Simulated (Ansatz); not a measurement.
# (BaO)1(AgCl)3 [001] superlattice, started as rocksalt type: from the cell to its phonons

Aim: the phonons of (BaO)1(AgCl)3 [001] superlattice, started as rocksalt type at a cell relaxed beforehand at this level.

Main program and level: Ansatz 0.2.0; DFT PBE, scalar-relativistic, plane waves, PAW.

The structure was built from a prototype and need not be the compound's stable phase.

Symmetry: P4/mmm, No. 123, tetragonal system. The conventional cell has a = 3.854 Å, b = 3.854 Å, c = 12.106 Å, α = 90.00°, β = 90.00°, γ = 90.00°. Nearest to Ag lie 1 O at 2.43 Å and 4 Cl at 2.80 Å. Nearest to Ag lie 6 Cl at 2.72 to 2.97 Å. Ba has 4 O at 2.72 Å and 2 Cl at 3.08 Å nearest. Nearest to Cl lie 5 Ag at 2.80 to 2.97 Å and 1 Ba at 3.08 Å. Cl has 4 Ag at 2.72 Å nearest. Nearest to O lie 2 Ag at 2.43 Å and 4 Ba at 2.72 Å. Farther neighbours and most contacts between anions are not listed.

Coordinates:

```cif
data_structure
_symmetry_space_group_name_H-M 'P4/mmm'
_symmetry_Int_Tables_number 123
_cell_length_a 3.8535
_cell_length_b 3.8535
_cell_length_c 12.1065
_cell_angle_alpha 90.000
_cell_angle_beta 90.000
_cell_angle_gamma 90.000
_cell_volume 179.78
loop_
_atom_site_label
_atom_site_type_symbol
_atom_site_symmetry_multiplicity
_atom_site_Wyckoff_symbol
_atom_site_fract_x
_atom_site_fract_y
_atom_site_fract_z
_atom_site_occupancy
Ag1 Ag 2 h 0.50000 0.50000 0.20041 1
Ag2 Ag 1 b 0.00000 0.00000 0.50000 1
Ba1 Ba 1 a 0.00000 0.00000 0.00000 1
Cl1 Cl 2 g 0.00000 0.00000 0.25459 1
Cl2 Cl 1 d 0.50000 0.50000 0.50000 1
O1 O 1 c 0.50000 0.50000 0.00000 1
```

```yaml
space_group_within_0p01_a: P4/mmm
volume_per_atom: 22.5 Å³
electronic_character: no gap on this mesh
highest_optical_mode_at_the_zone_centre_no_lo_to_term: 293 cm⁻¹
lowest_optical_zone_centre_mode: 22.1 cm⁻¹
imaginary_modes_at_gamma_the_only_wavevector_solved: none
```

What this shows: The structure is stable against zone-centre distortions, since no mode there is imaginary; other wavevectors were not solved, so zone-boundary instabilities are untested. The optical modes at Γ span 22 to 293 cm⁻¹. No dispersion was computed. The highest mode in this list at Γ, 293.0 cm⁻¹, is mostly motion of O (95 % of the kinetic energy). With no gap, or one that is small against the smearing, the frequencies hang on the k mesh and the smearing, most of all near Kohn anomalies. A semilocal functional can close a gap that the real compound would have, so the metallic treatment may be an artefact of the level. Spin-orbit coupling is left out, which can matter for the heavy elements here. The starting cell was built on a prototype and not taken from a measurement, so the phase need not exist. These are harmonic frequencies at zero temperature: anharmonic shifts, linewidths and thermal expansion are left out.

Q: Write an input and a launch command for the first run that leads to these results.

One input that does so (others would too):

input.yaml

```yaml
crystal:
  lattice:
    - [2.7248491499, 2.7248491499, 0.0]
    - [-2.7248491499, 2.7248491499, 0.0]
    - [0.0, 0.0, 12.1064944002]
  atoms:
    - { symbol: Ag, position: [0.5, 0.5, 0.2004095299] }
    - { symbol: Ag, position: [0.0, 0.0, 0.5] }
    - { symbol: Ag, position: [0.5, 0.5, 0.7995904701] }
    - { symbol: Ba, position: [0.0, 0.0, 0.0] }
    - { symbol: Cl, position: [0.0, 0.0, 0.2545873793] }
    - { symbol: Cl, position: [0.5, 0.5, 0.5] }
    - { symbol: Cl, position: [0.0, 0.0, 0.7454126207] }
    - { symbol: O, position: [0.5, 0.5, 0.0] }
kpoints:
  mp_grid: { grid: [8, 8, 4] }
hamiltonian:
  xc: pbe
scf:
  occupations: { method: methfessel_paxton, width: 0.15 }
output:
  eigenvalues: true
phonons:
  method: dfpt
```

Launch:

```bash
$ ansatz run input.yaml --threads 8 --pin off --max-ram 14336MiB --backend cpu --events-out ev --progress --plain --runs-dir out
```

[Logs are printed without paths, hosts, clocks, repeated set-up lines and the standing remarks that a program may print on its own settings, such as how far it seeks lower states.]

[Hosts, paths, dates, database ids (printed as entryN), source tags and the programs' standing remarks are cut or masked in the printed files.]
